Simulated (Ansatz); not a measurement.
# 1T-TiTe2 bilayer (AA) in a perpendicular field, part 2 of 2

Wanted: the out-of-plane response of the 1T-TiTe2 bilayer (AA). A positive field points along +c.

Ansatz 0.2.0; plane-wave DFT, PBE-D3(BJ), Ansatz PAW (the session's first sound run).

So far. Step 7 (Atoms held, field -0.3 V/Å): The dipole is -0.246 e·Å.

### Step 8. Response, atoms held (continued)

Electrons, planar mean, per unit field. Table of induced electron density by z:

z (Å), induced electron density (e/Å³ per V/Å) and a bar from the least value:
```
      4.5    0.00001 ###############
      5.0    0.00004 ###############
      5.5    0.00011 ################
      6.0    0.00030 #################
      6.5    0.00075 ###################
      7.0    0.00170 #######################
      7.5    0.00308 ##############################
      8.0    0.00313 ##############################
      8.5    0.00100 ####################
      9.0    0.00058 ##################
      9.5    0.00070 ##################
     10.0   -0.00013 ###############
     10.5   -0.00074 ############
     11.0    0.00003 ###############
     11.5    0.00038 #################
     12.0    0.00005 ###############
     12.5    0.00004 ###############
     13.0   -0.00007 ###############
     13.5   -0.00024 ##############
     14.0    0.00001 ###############
     14.5    0.00024 ################
     15.0    0.00005 ###############
     15.5   -0.00005 ###############
     16.0   -0.00005 ###############
     16.5   -0.00038 #############
     17.0   -0.00003 ###############
     17.5    0.00079 ###################
     18.0    0.00006 ###############
     18.5   -0.00069 ############
     19.0   -0.00059 ############
     19.5   -0.00105 ##########
     20.0   -0.00318 
     20.5   -0.00302 #
     21.0   -0.00164 #######
     21.5   -0.00072 ############
     22.0   -0.00028 ##############
     22.5   -0.00011 ###############
     23.0   -0.00004 ###############
     23.5   -0.00001 ###############
```

By hand: between -0.1 and 0.1 V/Å the dipole changes by 0.1637 e·Å, a slope of 0.8187 e·Å²/V. A perfect conductor of thickness t has p = ε₀AEt, so t = 180.95 × 0.8187 / 11.757 = 12.60 Å (e/ε₀ = 180.95 V·Å, A in Å²).

The induced dipole is that of a conductor 12.60 Å thick.

### Step 9. With spin-orbit coupling

This step: plane-wave DFT, PBE, fully relativistic PAW with spin-orbit coupling (Ansatz 0.2.0).

Heavy atoms split their bands by spin-orbit coupling, so this run uses fully relativistic files and two-component states.

File input.yaml:

```yaml
crystal:
  lattice:
    - [3.6845499666, 0.0, 0.0]
    - [-1.8422749833, 3.1909138726, 0.0]
    - [0.0, 0.0, 27.9768926065]
  atoms:
    - { symbol: Te, position: [0.6666666667, 0.3333333333, 0.321694054] }
    - { symbol: Ti, position: [0.0, 0.0, 0.3848539296] }
    - { symbol: Te, position: [0.3333333333, 0.6666666667, 0.4468437972] }
    - { symbol: Te, position: [0.6666666667, 0.3333333333, 0.5531562028] }
    - { symbol: Ti, position: [0.0, 0.0, 0.6151460704] }
    - { symbol: Te, position: [0.3333333333, 0.6666666667, 0.678305946] }
kpoints:
  mp_grid: { grid: [12, 12, 1] }
  band_path: { path: [[0, 0, 0], [0.12, 0, 0]], npoints: 24 }
hamiltonian:
  xc: pbe
  pseudopotentials: { kind: paw_fr }
magnetization:
  noncollinear: true
  spin_orbit: true
scf:
  occupations: { method: fermi_dirac, width: 0.02585 }
  convergence: { dr2_threshold: 1.0e-09 }
efield:
  axis: 3
  dipole_correction: true
  ramp_position: 0.97
  ramp_width: 0.06
  amplitude: 0
output:
  write_potential: true
  write_density: true
  volumetric_format: npy
```

Started as:

```console
$ ansatz run input.yaml --threads 4 --pin off --max-ram 6144MiB --backend cpu --events-out ev --progress --plain --runs-dir out
```

Elapsed: 88 s, on 4 threads of Intel Xeon Platinum 8488C (Sapphire Rapids), shared host; peak memory 3.3 GiB; 5.7 min of CPU time.

This step gave:

| Item | Value |
| --- | --- |
| energy at zero smearing | -32934.2663 eV |
| work function, upper face | 4.789 eV |
| dipole along the normal | -7.05e-6 e·Å |

Electronic bands along the path, in eV, zero at the Fermi level:

| point | band 81 | band 82 | band 83 | band 84 | band 85 | band 86 | band 87 | band 88 |
| --- | --- | --- | --- | --- | --- | --- | --- | --- |
| Γ | 0.35 | 0.35 | 0.48 | 0.48 | 0.48 | 0.48 | 0.49 | 0.49 |
| halfway | 0.13 | 0.13 | 0.20 | 0.20 | 0.35 | 0.35 | 0.37 | 0.37 |
| end | -0.54 | -0.54 | -0.28 | -0.28 | 0.06 | 0.06 | 0.15 | 0.15 |

The work function of the upper face is 4.79 eV.

### Step 10. With spin-orbit coupling, field 0.1 V/Å

The same in a field along the normal.

Edit input.yaml of step 9 so:

```diff
@@ -29,3 +29,3 @@
   ramp_width: 0.06
-  amplitude: 0
+  amplitude: 0.1
 output:
```

Elapsed: 84 s, on 4 threads; peak memory 3.3 GiB; 5.5 min of CPU time.

Numbers from this step:

* energy at zero smearing: -32934.2704 eV
* dipole along the normal: 0.08190 e·Å

The dipole is 0.0819 e·Å.

### Step 11. Varying the input

This step: plane-wave DFT, PBE-D3(BJ), Ansatz PAW (Ansatz 0.2.0).

An input spoilt on purpose, to show how the run answers: it repeats the earlier run at 0.1 V/Å with efield.ramp_width from 0.06 to 0.9, and scf.max_iter set to 60.

input.yaml, the sections that differ from step 10:

```yaml
kpoints:
  mp_grid: { grid: [12, 12, 1] }
  band_path:
    path: [[0, 0, 0], [0.5, 0, 0], [0.33333333, 0.33333333, 0], [0, 0, 0]]
    npoints: 16
hamiltonian:
  xc: pbe
  dispersion: d3bj
scf:
  occupations: { method: fermi_dirac, width: 0.02585 }
  convergence: { dr2_threshold: 1.0e-10 }
  max_iter: 60
efield:
  axis: 3
  dipole_correction: true
  ramp_position: 0.97
  ramp_width: 0.9
  amplitude: 0.1
# crystal, output: as in step 10
# magnetization: removed
```

Run time: 0.31 s. Hardware: 4 threads; peak memory 0.49 GiB.

The input was rejected at the start.

The program's message: “Error: efield: ion 0 (Te) at fractional coordinate 0.3217 along the field axis lies inside the sawtooth ramp with 2 of the planes that the density is read on at each end, [0.9596, 0.8804] — the ramp m …”

The fault put into the input: a ramp so wide that it reaches the atoms.

### Step 12. What came out

- gap without field: none
- work function, upper face: 4.83 eV
- equivalent conductor thickness, atoms held: 12.6 Å

In words: The induced dipole equals that of a perfect conductor 12.60 Å thick, while the outer atoms lie 9.98 Å apart. There is no gap over 0.03 eV, with or without the field. The main runs have no spin polarisation; a magnetic state could lie lower and would change these results. The field series itself is without spin-orbit coupling.

[Logs are printed without paths, hosts, clocks, repeated set-up lines and the standing remarks that a program may print on its own settings, such as how far it seeks lower states.]

[Hosts, paths, dates, database ids (printed as entryN), source tags and the programs' standing remarks are cut or masked in the printed files.]

[Maps of the electrostatic potential energy from Ansatz leave out the sawtooth potential of an applied field or a dipole correction, so their vacuum need not be flat; planar profiles and work functions include it.]
